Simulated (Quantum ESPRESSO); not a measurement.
# InP (F-43m): from Born charge to LO-TO splitting

How high does the longitudinal optical mode of InP (F-43m) lie, given the transverse one, the Born charge and ε∞?

Method: DFT LDA, scalar-relativistic, plane waves, PseudoDojo norm-conserving pseudopotentials, in Quantum ESPRESSO 7.5.

The database entry behind the starting cell differs from later determinations by our own check (0.1 to 0.3 % short, probably kX units), so it need not match the best structure at ambient conditions.

**1. The relaxed structure**

It takes space group F-43m (No. 216, cubic). The conventional cell has a = 5.823 Å, b = 5.823 Å, c = 5.823 Å, α = 90.00°, β = 90.00°, γ = 90.00°. Nearest to In lie 4 P at 2.52 Å. Nearest to P lie 4 In at 2.52 Å. Farther neighbours are not listed.

This is the cell after its relaxation at this level of theory, not the database cell from which that began.

**2. What the response run gave**

A linear-response run on the relaxed cell, with the response to an electric field; only its zone-centre results are used. Cutoff 77 Ry, k mesh 8×8×8 with shifts.

Output:

```text
[banners, grids, parts of the stress and lines that vanish by symmetry left out]
Program PHONON v.7.5
     Reading xml data from directory:

[...]
Exchange-correlation= PW
                           (   1   4   0   0   0   0   0)
[...]
kinetic-energy cut-off    =      77.0000  Ry
     charge density cut-off    =     308.0000  Ry
     convergence threshold     =      1.0E-18
[...]
Exchange-correlation= PW
                           (   1   4   0   0   0   0   0)
[...]
q = (   0.0000000   0.0000000   0.0000000 )
     25 Sym.Ops. (with q -> -q+G )
     G cutoff =  944.5942  (  30467 G-vectors)     FFT grid: ( 45, 45, 45)
     number of k points=    60
[...]
Mode symmetry, T_d (-43m)  point group:
[...]
Dielectric constant
[...]
End of electric fields calculation
          Dielectric constant in cartesian axis
          (      11.530803361       0.000000000       0.000000000 )
          (      -0.000000000      11.530803361      -0.000000000 )
          (       0.000000000      -0.000000000      11.530803361 )
          Effective charges (d Force / dE) in cartesian axis without acoustic sum rule applied (asr)
           atom    1  In    Mean Z*:        2.46111
      Ex  (        2.46111        0.00000       -0.00000 )
      Ey  (       -0.00000        2.46111       -0.00000 )
      Ez  (       -0.00000        0.00000        2.46111 )
           atom    2  P     Mean Z*:       -2.46212
      Ex  (       -2.46212        0.00000        0.00000 )
      Ey  (        0.00000       -2.46212        0.00000 )
      Ez  (        0.00000        0.00000       -2.46212 )
          Effective charges Sum: Mean:       -0.00101
[...]
Effective charges (d Force / dE) in cartesian axis with asr applied:
           atom    1  In    Mean Z*:        2.46162
[...]
atom    2  P     Mean Z*:       -2.46162
[...]
Representation #   1 modes #   1   2   3
[...]
End of self-consistent calculation
     Convergence has been achieved
     Representation #   2 modes #   4   5   6
[...]
End of self-consistent calculation
     Convergence has been achieved
[...]
Dielectric constant in cartesian axis
          (      11.530803361       0.000000000       0.000000000 )
          (      -0.000000000      11.530803361      -0.000000000 )
          (       0.000000000      -0.000000000      11.530803361 )
          Effective charges (d Force / dE) in cartesian axis without acoustic sum rule applied (asr)
           atom    1  In    Mean Z*:        2.46111
      Ex  (        2.46111        0.00000       -0.00000 )
      Ey  (       -0.00000        2.46111       -0.00000 )
      Ez  (       -0.00000        0.00000        2.46111 )
           atom    2  P     Mean Z*:       -2.46212
      Ex  (       -2.46212        0.00000        0.00000 )
      Ey  (        0.00000       -2.46212        0.00000 )
      Ez  (        0.00000        0.00000       -2.46212 )
          Effective charges Sum: Mean:       -0.00101
[...]
Effective charges (d Force / dE) in cartesian axis with asr applied:
           atom    1  In    Mean Z*:        2.46162
[...]
atom    2  P     Mean Z*:       -2.46162
[...]
q = (    0.000000000   0.000000000   0.000000000 )
[...]
freq (    1) =       0.069018 [THz] =       2.302198 [cm-1]
     freq (    2) =       0.069018 [THz] =       2.302198 [cm-1]
     freq (    3) =       0.069018 [THz] =       2.302198 [cm-1]
     freq (    4) =       9.118279 [THz] =     304.153058 [cm-1]
     freq (    5) =       9.118279 [THz] =     304.153058 [cm-1]
     freq (    6) =       9.118279 [THz] =     304.153058 [cm-1]
[...]
Mode symmetry, T_d (-43m)  point group:
     freq (   1-   3) =          2.3  [cm-1]   --> T_2  G_15 P_4   I+R
     freq (   4-   6) =        304.2  [cm-1]   --> T_2  G_15 P_4   I+R

   JOB DONE.
```

| quantity | value |
| --- | --- |
| cell volume Ω (Å³) | 49.354 |
| mass of In (u) | 114.818 |
| mass of P (u) | 30.974 |
| Born charge of In, raw (e) | 2.461 |
| Born charge of P, raw (e) | -2.462 |
| ε∞ | 11.531 |
| ω(TO) after the sum rule (cm⁻¹) | 304.1 |

**3. The calculation**

The charges must sum to zero over the cell; taking off their mean, 0.000 e, leaves Z* = 2.462 e on In. In the polar mode In moves against P, so the reduced mass is μ = 114.82 × 30.97 / 145.79 = 24.393 u.

A longitudinal wave builds up a field that adds to the restoring force: ω(LO)² = ω(TO)² + 4π Z*² / (μ Ω ε∞), in Hartree atomic units. With μ = 44466 electron masses and Ω = 333.06 bohr³ the second term is 4.4590e-07 Ha², or 21478 cm⁻² (1 Ha = 219474.6 cm⁻¹).

So ω(LO) = √(92507 + 21478) = 337.6 cm⁻¹, and by the Lyddane-Sachs-Teller relation ε₀ = ε∞ (ω(LO)/ω(TO))² = 14.21.

**4. Check against the program**

The analysis program adds the same non-analytic term to the full matrix, here for q along (1 0 0).

Output:

```text
[banner, memory and clock lines left out]
Program DYNMAT v.7.5

     Reading Dynamical Matrix from file g.dyn
     ...Force constants read
     ...epsilon and Z* read

     Polarizability (A^3 units)
     multiply by 0.221716 for Clausius-Mossotti correction
        41.359618   -0.000000    0.000000
         0.000000   41.359618   -0.000000
         0.000000   -0.000000   41.359618

     IR activities are in (D/A)^2/amu units

# mode   [cm-1]    [THz]      IR
    1     -0.00   -0.0000    0.0000
    2     -0.00   -0.0000    0.0000
    3     -0.00   -0.0000    0.0000
    4    304.15    9.1182    5.7311
    5    304.15    9.1182    5.7311
    6    337.62   10.1215    5.7311
```

ε₀ comes from the program's run without a direction of q.

| quantity | by hand | program |
| --- | --- | --- |
| ω(LO) (cm⁻¹) | 337.6 | 337.6 |
| ε₀ | 14.21 | 14.21 |

**5. What came out**

```yaml
to_mode: 304.1 cm⁻¹
lo_mode: 337.6 cm⁻¹
static_dielectric_constant: 14.21
```

In words: The LO mode of InP (F-43m) lies at 338 cm⁻¹, 33 cm⁻¹ above the TO mode; the formula meets the program within 0.1 cm⁻¹, as it must for a cubic crystal with one polar mode. ω(LO)² − ω(TO)² goes with Z*²/ε∞: an error of 5 % in ε∞ would move the LO mode by 1.5 cm⁻¹, and semilocal functionals tend to overestimate ε∞. These are harmonic values at zero temperature, at the volume of this functional, for the structure held cubic; stability elsewhere in the zone is no part of this calculation.

[Host names and launcher messages were left out of these logs when they were recorded.]

[Logs are printed without paths, hosts, clocks, repeated set-up lines and the standing remarks that a program may print on its own settings, such as how far it seeks lower states.]

[Hosts, paths, dates, database ids (printed as entryN), source tags and the programs' standing remarks are cut or masked in the printed files.]
